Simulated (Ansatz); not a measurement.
**A low-energy model for SrNbO3 (Pm-3m): bands, U and J**

Aim: U, U′ and J for the Nb t2g shell of SrNbO3 (Pm-3m).

Method: non-magnetic LDA, then constrained RPA, plane waves, PAW, in Ansatz 0.2.0.

## (1) Starting point

It takes space group Pm-3m (No. 221, cubic). The conventional cell has a = 3.997 Å, b = 3.997 Å, c = 3.997 Å, α = 90.00°, β = 90.00°, γ = 90.00°. Sr has 12 O at 2.83 Å nearest. Nb has 6 O at 2.00 Å nearest. O has 2 Nb at 2.00 Å and 4 Sr at 2.83 Å nearest. Farther neighbours and most contacts between anions are not listed.

As a file:

```cif
data_structure
_symmetry_space_group_name_H-M 'P 1'
_symmetry_Int_Tables_number 1
_cell_length_a 3.9970
_cell_length_b 3.9970
_cell_length_c 3.9970
_cell_angle_alpha 90.000
_cell_angle_beta 90.000
_cell_angle_gamma 90.000
_cell_volume 63.86
loop_
_atom_site_label
_atom_site_type_symbol
_atom_site_fract_x
_atom_site_fract_y
_atom_site_fract_z
_atom_site_occupancy
Sr1 Sr 0.00000 0.00000 0.00000 1
Nb2 Nb 0.50000 0.50000 0.50000 1
O3 O 0.50000 0.50000 0.00000 1
O4 O 0.50000 0.00000 0.50000 1
O5 O 0.00000 0.50000 0.50000 1
```

 The program's search for lower electronic states was switched off, so nothing shows that the state found is the lowest. The default PAW set here is soft_2. Its files were made with PBE.

## (2) LDA bands and orbital weights

This step: DFT, LDA, plane waves, PAW.

input.yaml reads:

```yaml
crystal:
  lattice:
    - [0.0, -3.997, 0.0]
    - [0.0, 0.0, 3.997]
    - [-3.997, 0.0, 0.0]
  atoms:
    - { symbol: Sr, position: [0.0, 0.0, 0.0] }
    - { symbol: Nb, position: [0.5, 0.5, 0.5] }
    - { symbol: O, position: [0.5, 0.5, 0.0] }
    - { symbol: O, position: [0.5, 0.0, 0.5] }
    - { symbol: O, position: [0.0, 0.5, 0.5] }
kpoints:
  mp_grid: { grid: [6, 6, 6] }
  band_path:
    path:
      - [[0.0, 0.0, 0.0], [0.0, 0.5, 0.0], [0.5, 0.5, 0.0], [0.0, 0.0, 0.0], [0.5, 0.5, 0.5], [0.0, 0.5, 0.0]]
      - [[0.5, 0.5, 0.5], [0.5, 0.5, 0.0]]
    npoints: 10
hamiltonian:
  xc: lda
scf:
  occupations: { method: gaussian, width: 0.08 }
  n_extra_bands: 19
  max_iter: 150
  lower_state_search: "off"
output:
  eigenvalues: true
  fatbands: true
  write_density: true
  write_potential: true
  elf: true
  volumetric_format: npy
```

On the command line:

```
> ansatz run input.yaml --threads 8 --pin off --max-ram 18432MiB --backend cpu --events-out ev --progress --plain --runs-dir out
```

Numbers of over 12 decimals in the logs are rounded to 6 here.

Output:

```text
scf.n_extra_bands = 19 over 21 filled bands (N_el = 41.0): the run solves 40 bands
Engine: ansatz 0.2.0, aarch64-unknown-linux-gnu
Pseudopotentials: kind: paw
Pseudopotential: Sr, paw, valence charge 10, recommended cutoff 420 eV (normal), Sr.paw.azcp
Pseudopotential: Nb, paw, valence charge 13, recommended cutoff 420 eV (normal), Nb.paw.azcp
Pseudopotential: O, paw, valence charge 6, recommended cutoff 420 eV (normal), O.paw.azcp
Functional definition: SPW92
  exchange = slater_x
  correlation = pw_c
Crystal: 5 atoms, lattice volume = 63.856 Å³
Basis set: ecut = 420 eV, 1237 PW (Γ)
Bands: 40, of which v1, the nominal top of the filled ones, is band 21 counted from 1 (20 counted from 0)
Symmetry: 48 space group operations
Space group: Pm-3m (ITA 221), of the structure as read, at distance tolerance 4.0e-5 Å
k-points: 20 of 216
Non-local potential: Sr, projectors of the file, l = 0: 3, l = 1: 2, l = 2: 2
Non-local potential: Nb, projectors of the file, l = 0: 3, l = 1: 2, l = 2: 2, l = 3: 1
Non-local potential: O, projectors of the file, l = 0: 2, l = 1: 2, l = 2: 1
PAW form: soft (Blöchl's): semilocal exchange-correlation on the pseudo side does not see the compensation charge
PAW frozen core: Sr, regenerated for the run's functional, and the local potential with it (the file was generated under x = pbe(κ = 0.804, μ = 0.219515), c = pbe(β = 0.066725))
PAW frozen core: Nb, regenerated for the run's functional, and the local potential with it (the file was generated under x = pbe(κ = 0.804, μ = 0.219515), c = pbe(β = 0.066725))
PAW frozen core: O, regenerated for the run's functional, and the local potential with it (the file was generated under x = pbe(κ = 0.804, μ = 0.219515), c = pbe(β = 0.066725))
PAW one-centre angular grid: Sr, 110 points (default); XC on 64 Gauss nodes
PAW one-centre angular grid: Nb, 590 points (default); XC on 64 Gauss nodes
PAW one-centre angular grid: O, 110 points (default); XC on 64 Gauss nodes
Initial density: superposition of atomic densities (neutral atoms: chi_scale 0, normalization atom), corrected by the library's trained network
Initial wavefunctions: pseudopotential atomic-orbital guess
Functional: x = slater, c = lda
SCF iter   1: F=—  HF=-9560.085315 eV  |F-HF|=—  |Δ(HF+E_count)|=         —  Δρ=1.69e-2  dr2=1.61e-1  ethr=1.77e-3  ⟨swp⟩=7.7  Hψ=4271  notcnv=0  defer=135
preconditioner: auto → Kerker (q_TF=auto, 2.534 Å⁻¹)  [metal: Δε(μ)=0.066 eV  Ē_g=18.873 eV  σ=0.080 eV  W_gap=0.43  n_scr=18 (ndim 8)  ℏωp=25.9 eV  f_vac=0.000  D(μ)=1.71/eV (n_scr^D=6)]
SCF iter   2: F=—  HF=-9560.056054 eV  |F-HF|=—  |Δ(HF+E_count)|=   2.93e-2  Δρ=8.66e-3  dr2=4.90e-2  ethr=3.93e-4  ⟨swp⟩=1.4  Hψ=982  notcnv=0  defer=197
SCF iter   3: F=—  HF=-9560.043817 eV  |F-HF|=—  |Δ(HF+E_count)|=   1.22e-2  Δρ=1.28e-3  dr2=8.67e-4  ethr=1.19e-4  ⟨swp⟩=2.0  Hψ=823  notcnv=0  defer=197
SCF iter   4: F=—  HF=-9560.043562 eV  |F-HF|=—  |Δ(HF+E_count)|=   2.56e-4  Δρ=3.91e-4  dr2=1.94e-4  ethr=2.11e-6  ⟨swp⟩=2.2  Hψ=876  notcnv=0  defer=197
SCF iter   5: F=—  HF=-9560.043507 eV  |F-HF|=—  |Δ(HF+E_count)|=   5.46e-5  Δρ=1.31e-4  dr2=2.73e-5  ethr=4.73e-7  ⟨swp⟩=2.0  Hψ=725  notcnv=0  defer=197
SCF iter   6: F=—  HF=-9560.043500 eV  |F-HF|=—  |Δ(HF+E_count)|=   6.91e-6  Δρ=3.16e-5  dr2=8.89e-7  ethr=6.67e-8  ⟨swp⟩=2.2  Hψ=828  notcnv=0  defer=201
SCF iter   7: F=-9560.043500 eV  HF=-9560.043500 eV  |F-HF|=9.26e-10  |Δ(HF+E_count)|=   2.73e-7  Δρ=4.47e-6  dr2=8.79e-9  ethr=2.44e-10  ⟨swp⟩=11.1  Hψ=4152  notcnv=0
SCF 1 converged in 7 iterations: F = -9560.043500 eV  dr2 = 8.79e-9
  greatest PAW one-centre occupation: 0.997 electrons in one spin orbital (limit 2), on the Nb atom at site 1 (counted from 0), in its partial waves of l = 0
NSCF: frozen V_eff on 62 k-points
SCF converged after 7 iterations
Free energy (F): -9560.043500 eV
Harris-Foulkes:  -9560.043500 eV  (|F-HF|=9.26e-10)
Internal energy: -9560.037757 eV  (E = F + TS)
E sigma→0 (E₀):  -9560.040629 eV
Entropy (-TS):   -0.005743 eV (-1.149 meV/atom)
Fermi energy:    13.581215 eV
--- Per-component energies (eV) ---
  E_band       = -158.227775
  E_kinetic    = 1168.695089
  E_local      = -2417.011215  (includes V_loc(G=0)·N_el)
  E_nonlocal   = 476.521232
  E_hartree    = 767.592585
  E_xc         = -566.397460
  E_vxc        = -657.909219  (∫ρ·V_xc dr)
  E_paw        = -6002.821067  (= ΣΔE_a)
  E_vpaw       = -263.717024  (= ΣTr[D̂ρ^β])
  E_aug_tail   = 0.007513  (compensation charges beyond the density's cutoff)
  E_ewald      = -2987.635027
  E_core_change = 1.010594  (= ΣΔE_core)
  E_smearing   = -0.005743  (= −TS)
  E_closure    = -0.000000  (closes the sum)
  Σ components = -9560.043500   (vs F -9560.043500, Δ=0.00e0)
--- Band table (eV; the first three rows and the last of 20) ---
  k-point 0: bands = [... 17 lower, 9.5667, 9.5667, 9.5667, 12.3787, 12.3787, 12.3787, 15.2095, 15.2095, ... 15 higher]
  k-point 1: bands = [... 17 lower, 8.7292, 9.4712, 9.4712, 12.4511, 13.1143, 13.1143, 15.6037, 15.6532, ... 15 higher]
  k-point 2: bands = [... 17 lower, 8.2282, 9.3835, 9.3835, 12.6081, 14.4578, 14.4578, 16.4744, 16.5453, ... 15 higher]
  k-point 19: bands = [... 17 lower, 9.9580, 9.9580, 9.9580, 16.4915, 16.4915, 16.4915, 16.6062, 16.6062, ... 15 higher]
```

Elapsed: 1.4 s, on 8 threads of Arm Neoverse V2, shared host; peak memory 0.4 GiB.

Reading the cycles: dr2 is the Hartree energy of the density residual (eV), the measure of convergence; HF is the Harris–Foulkes estimate of the energy, which meets the free energy F at convergence.

Electronic bands along the path, in eV, zero at the Fermi level:

```csv
point,band 17,band 18,band 19,band 20,band 21,band 22,band 23,band 24
Γ,-4.78,-4.01,-4.01,-4.01,-1.20,-1.20,-1.20,1.63
halfway,-5.39,-5.18,-4.16,-4.16,-1.05,0.21,0.21,2.44
X,-5.86,-5.52,-4.23,-4.23,-0.89,1.58,1.58,3.30
halfway,-5.44,-5.12,-4.55,-4.24,0.40,1.60,1.83,3.89
M,-5.15,-5.15,-4.68,-3.70,1.63,1.63,2.48,3.57
halfway,-5.34,-5.02,-4.44,-4.36,0.21,0.38,0.79,3.25
Γ,-4.78,-4.01,-4.01,-4.01,-1.20,-1.20,-1.20,1.63
halfway,-6.13,-4.56,-4.56,-4.24,0.95,0.95,0.99,3.57
R,-7.49,-3.62,-3.62,-3.62,2.91,2.91,2.91,3.02
halfway,-6.22,-4.57,-4.39,-4.13,1.13,1.90,2.01,4.15
X,-5.86,-5.52,-4.23,-4.23,-0.89,1.58,1.58,3.30
jump to R,-7.49,-3.62,-3.62,-3.62,2.91,2.91,2.91,3.02
halfway,-6.50,-4.26,-4.26,-3.66,2.06,2.06,2.71,3.36
M,-5.15,-5.15,-4.68,-3.70,1.63,1.63,2.48,3.57
```

Of the projections kept (Nb 4d, O 2p), the largest for each band there; the rest of the weight can lie on other orbitals:

```csv
point,band 17,band 18,band 19,band 20,band 21,band 22,band 23,band 24
Γ,O 2p 0.98,O 2p 0.97,O 2p 0.97,O 2p 0.97,Nb 4d 0.96,Nb 4d 0.96,Nb 4d 0.96,Nb 4d 0.06
X,O 2p 0.93,O 2p 0.92,O 2p 0.96,O 2p 0.96,Nb 4d 1.00,Nb 4d 0.71,Nb 4d 0.71,Nb 4d 0.74
M,O 2p 0.95,O 2p 0.95,O 2p 0.94,O 2p 0.99,Nb 4d 0.71,Nb 4d 0.71,Nb 4d 0.50,Nb 4d 0.24
Γ,O 2p 0.98,O 2p 0.97,O 2p 0.97,O 2p 0.97,Nb 4d 0.96,Nb 4d 0.96,Nb 4d 0.96,Nb 4d 0.06
R,O 2p 0.63,O 2p 0.99,O 2p 0.99,O 2p 0.99,Nb 4d 0.60,Nb 4d 0.60,Nb 4d 0.60,-
X,O 2p 0.93,O 2p 0.92,O 2p 0.96,O 2p 0.96,Nb 4d 1.00,Nb 4d 0.71,Nb 4d 0.71,Nb 4d 0.74
```

Valence density in the ac plane at fractional y = 0.500, with atoms of Nb and O within 0.2 Å of it. It is the smooth field of the valence electrons, not physical close to the nuclei.

Ten even steps from '0' (0.0 e/Å³) to '9' (7.2 e/Å³), each cell a mean:
```
00000368520000
00000134210000
00000011100000
00000011100000
21000234310012
75101466631125
97212566641148
85211466631136
32101245420013
00000112100000
00000011000000
00000122100000
00000257510000
00000389720000
```
Columns run along a (4.0 Å), rows up along c (4.0 Å). Atoms in or near the plane, at fractional coordinates: Nb at (0.50, 0.50), O at (0.50, 0.00), O at (0.00, 0.50).

Electrostatic potential energy in the ac plane at fractional y = 0.500, with atoms of Nb and O within 0.2 Å of it. With pseudopotentials it is smooth inside the atoms' cores, unlike the true potential.

Ten even steps from '0' (-67 eV) to '9' (15 eV), each cell a mean:
```
99999643479999
99999865799999
99999988899999
99999876789999
78997533468997
45786200147874
24685100036853
34786200037864
67997421258986
99998765679999
99999988899999
99999976799999
99999744589999
99999632479999
```
Columns run along a (4.0 Å; values clipped at the 3rd and 97th percentile), rows up along c (4.0 Å). Atoms in or near the plane, at fractional coordinates: Nb at (0.50, 0.50), O at (0.50, 0.00), O at (0.00, 0.50).

## (3) Constrained RPA: Nb t2g, bands v1 to c2, 6×6×6 mesh, medium accuracy

Constrained RPA screens the interaction with every transition except those inside the target bands, which a later many-body model would treat itself.

This step: constrained RPA on LDA, plane waves, PAW.

input.yaml, the sections that differ from step 2:

```yaml
kpoints:
  mp_grid: { grid: [6, 6, 6] }
output:
  crpa:
    kmesh: [6, 6, 6]
    target_bands: [v1, c2]
    projections: [{ species: Nb, l: d, shell: 4, orbitals: [dxz, dyz, dxy] }]
  local_orbitals:
    kmesh: [6, 6, 6]
    orbitals: [{ species: Nb, l: d, shell: 4, orbitals: [dxz, dyz, dxy] }]
    window: { bands: [v1, c2] }
    seedname: lo
# crystal, hamiltonian, scf: as in step 2
```

Output:

```text
[...]
Crystal: 5 atoms, lattice volume = 63.856 Å³
Basis set: ecut = 420 eV, 1237 PW (Γ)
Bands: 40, of which v1, the nominal top of the filled ones, is band 21 counted from 1 (20 counted from 0)
Symmetry: 48 space group operations
[...]
k-points: 20 of 216
[...]
SCF iter   1: F=—  HF=-9560.085316 eV  |F-HF|=—  |Δ(HF+E_count)|=         —  Δρ=1.69e-2  dr2=1.61e-1  ethr=1.77e-3  ⟨swp⟩=7.7  Hψ=4271  notcnv=0  defer=135
[...]
SCF iter   7: F=-9560.043500 eV  HF=-9560.043500 eV  |F-HF|=9.20e-10  |Δ(HF+E_count)|=   2.72e-7  Δρ=4.49e-6  dr2=8.84e-9  ethr=2.44e-10  ⟨swp⟩=11.1  Hψ=4136  notcnv=0
SCF 1 converged in 7 iterations: F = -9560.043500 eV  dr2 = 8.84e-9
[...]
NSCF: frozen V_eff on 23 k-points
[...]
cRPA screening: q 1/216
cRPA screening: q 2/216
cRPA screening: q 8/216 (q-point 3)
cRPA screening: q 14/216 (q-point 4)
cRPA screening: q 17/216 (q-point 8)
cRPA screening: q 29/216 (q-point 9)
cRPA screening: q 53/216 (q-point 10)
cRPA screening: q 65/216 (q-point 15)
cRPA screening: q 77/216 (q-point 16)
cRPA screening: q 89/216 (q-point 22)
cRPA screening: q 92/216 (q-point 44)
cRPA screening: q 100/216 (q-point 45)
cRPA screening: q 124/216 (q-point 46)
cRPA screening: q 136/216 (q-point 51)
cRPA screening: q 160/216 (q-point 52)
cRPA screening: q 184/216 (q-point 58)
cRPA screening: q 190/216 (q-point 87)
cRPA screening: q 198/216 (q-point 88)
cRPA screening: q 210/216 (q-point 94)
cRPA screening: q 216/216 (q-point 130)
SCF converged after 7 iterations
Free energy (F): -9560.043500 eV
[...]
Internal energy: -9560.037757 eV  (E = F + TS)
E sigma→0 (E₀):  -9560.040629 eV
Entropy (-TS):   -0.005743 eV (-1.149 meV/atom)
Fermi energy:    13.581215 eV
[...]
--- Band table (eV; the first three rows and the last of 20) ---
  k-point 0: bands = [... 17 lower, 9.5667, 9.5667, 9.5667, 12.3787, 12.3787, 12.3787, 15.2095, 15.2095, ... 15 higher]
  k-point 1: bands = [... 17 lower, 8.7292, 9.4712, 9.4712, 12.4511, 13.1143, 13.1143, 15.6037, 15.6532, ... 15 higher]
  k-point 2: bands = [... 17 lower, 8.2282, 9.3835, 9.3835, 12.6081, 14.4578, 14.4578, 16.4744, 16.5453, ... 15 higher]
  k-point 19: bands = [... 17 lower, 9.9580, 9.9580, 9.9580, 16.4915, 16.4915, 16.4915, 16.6062, 16.6062, ... 15 higher]
--- cRPA (band scheme, projected local orbitals): target bands 21..23 (1-based), 3 Wannier function(s), 6×6×6 mesh, 46 bands' worth read of 51 solved, ecut_chi 136.0 eV, v(q+G=0) probe_charge, pair densities all_electron ---
  bands read: the sum over 46 bands ends inside a degenerate multiplet in 16 slots, whose members it reads at an even weight; the widest, k=0: bands 45 to 47 (counted from 1) at 2/3 each
  χ-basis size per q: N_G = 208..251
  window electrons = 1.0000, filled by tetrahedron_uncorrected; constrained ε̄⁻¹(q = 0, 0) head = 0.219094; min gauge Gram eig = 0.4977
  Kanamori averages over each shell's own Wannier functions (sites counted from 0, functions from 1):
    Site 1, 4D, 3 of 5 d orbitals (Wannier functions 1, 2, 3; wannier90's mr 2, 3, 5):
      screened: U = 2.9321 eV, U' = 2.3944 eV, J = 0.2711 eV
      screened, to within: U = 3.7e-3 eV, U' = 3.7e-3 eV, J = 4.3e-4 eV
      bare: V = 10.6054 eV, V' = 9.8183 eV, J = 0.3750 eV
  Hermiticity witness max|P − P†| over intra, direct and exchange elements: 2.66e-15 eV (screened), 9.18e-20 eV (bare)
  Reality witness max|Im| over intra, direct and exchange elements: 4.11e-19 eV (screened), 9.92e-19 eV (bare)
```

It took 61 s on 8 threads; peak memory 0.81 GiB.

Numbers from this step:

* U: 2.932 eV
* U prime (inter-orbital): 2.394 eV
* J: 0.2711 eV
* bare V: 10.61 eV
* bare J: 0.3750 eV
* stated bound on U: 0.003672 eV
* U over bare V: 0.2765
* electrons in the window: 1.0000
* head of the constrained inverse dielectric matrix: 0.2191
* least eigenvalue of the projection's overlap: 0.4977
* target functions: 3
* bands in the sums: 46
* r.m.s. miss of the model bands: 0.02096 eV
* width of the target bands: 4.113 eV
* weight of the projected orbitals in the window: 0.7077

On the Nb t2g shell, screening brings the on-site interaction from 10.6 eV down to U = 2.93 eV.

Kanamori averages over each shell's functions. Crpa shells, by row:

```csv
site,element,shell,orbitals,U (eV),U' (eV),J (eV),bare V (eV),bare V' (eV),bare J (eV),bound on U (eV)
2,Nb,4D,3,2.932,2.394,0.2711,10.61,9.818,0.375,0.003672
```

Density-density elements U_iijj, eV. U matrix, by row:

```csv
orbital,Nb2 dxz,Nb2 dyz,Nb2 dxy
Nb2 dxz,2.932,2.394,2.394
Nb2 dyz,2.394,2.932,2.394
Nb2 dxy,2.394,2.394,2.932
```

Exchange elements U_ijji, eV. J matrix, by row:

```csv
orbital,Nb2 dxz,Nb2 dyz,Nb2 dxy
Nb2 dxz,-,0.271,0.271
Nb2 dyz,0.271,-,0.271
Nb2 dxy,0.271,0.271,-
```

Projected local orbitals of the target window. The electronic bands at the labelled points (eV, zero at the Fermi level; # counts the bands kept):

```csv
point,#1,#2,#3
Γ,-1.20,-1.20,-1.20
halfway,-1.05,0.21,0.21
X,-0.89,1.58,1.58
halfway,0.41,1.60,1.83
M,1.63,1.63,2.48
halfway,0.21,0.39,0.77
Γ,-1.20,-1.20,-1.20
halfway,0.93,0.93,0.99
R,2.91,2.91,2.91
halfway,1.12,1.89,2.01
X,-0.89,1.58,1.58
jump to R,2.91,2.91,2.91
halfway,2.03,2.03,2.71
M,1.63,1.63,2.48
```

The same for Kohn-Sham, solved directly:

```csv
point,#1,#2,#3
Γ,-1.20,-1.20,-1.20
X,-0.89,1.58,1.58
M,1.63,1.63,2.48
Γ,-1.20,-1.20,-1.20
R,2.91,2.91,2.91
X,-0.89,1.58,1.58
R,2.91,2.91,2.91
M,1.63,1.63,2.48
```

The first set of electronic bands as a text plot (rows in eV):

```
    2.8 |                                    ****         ***
    2.7 |                                    *   *           **
    2.5 |              **                   *    **        *   **
    2.3 |             *                     *     **
    2.1 |            *   *                         *        *
    2.0 |           *                      *      * *        *
    1.8 |                 *                          *        **
    1.6 |       *********                          *  ****      *
    1.5 |      *      *  *               **
    1.3 |                * **
    1.1 |            *    *                         *
    0.9 |     *                         *
    0.8 |           *      ***
    0.6 |    *             **                        *
    0.4 |                    *         *
    0.3 |   *                **
    0.1 |          *                                  *
   -0.1 |                     *      **
   -0.3 |         *           **     **
   -0.4 |                      *                       *
   -0.6 |  *                   **   *
   -0.8 |        *              *   *                   *
   -0.9 | *  ****               *                        *
   -1.1 |****                    ***
         Γ      X      M          Γ            R        X|R     M
```

Onsite levels, by row:

```csv
orbital,level less Fermi level (eV)
Nb2 dxz,1.102
Nb2 dyz,1.102
Nb2 dxy,1.102
```

Largest distinct elements between sites. Hoppings, by row:

```csv
from,to,cell,distance (Å),t (eV)
Nb2 dyz,Nb2 dyz,-1 0 0,3.997,-0.4337
Nb2 dyz,Nb2 dyz,-1 -1 0,5.653,-0.0987
Nb2 dyz,Nb2 dyz,0 0 1,3.997,-0.0594
Nb2 dxy,Nb2 dxy,-2 0 0,7.994,0.0334
Nb2 dxy,Nb2 dxy,-1 0 2,8.938,-0.014
Nb2 dyz,Nb2 dyz,-1 -1 1,6.923,-0.0077
Nb2 dxy,Nb2 dxz,-1 1 0,5.653,0.0069
Nb2 dyz,Nb2 dxy,2 1 1,9.791,-0.0057
Nb2 dxy,Nb2 dxy,0 0 -3,11.99,-0.0053
Nb2 dxz,Nb2 dxz,0 -2 2,11.3,-0.0049
Nb2 dxy,Nb2 dxy,-2 -1 0,8.938,0.0043
Nb2 dxy,Nb2 dxz,-1 -1 -1,6.923,-0.0028
```

[end of part 1 of 2]

[Paths, hosts, dates, memory and timing lines, banners, echoed tables and standing remarks are left out of the program output.]

[Logs are printed without paths, hosts, clocks, repeated set-up lines and the standing remarks that a program may print on its own settings, such as how far it seeks lower states.]

[Runs of the session that timed out or met a known fault of the program may be left out.]

[Hosts, paths, dates, database ids (printed as entryN), source tags and the programs' standing remarks are cut or masked in the printed files.]
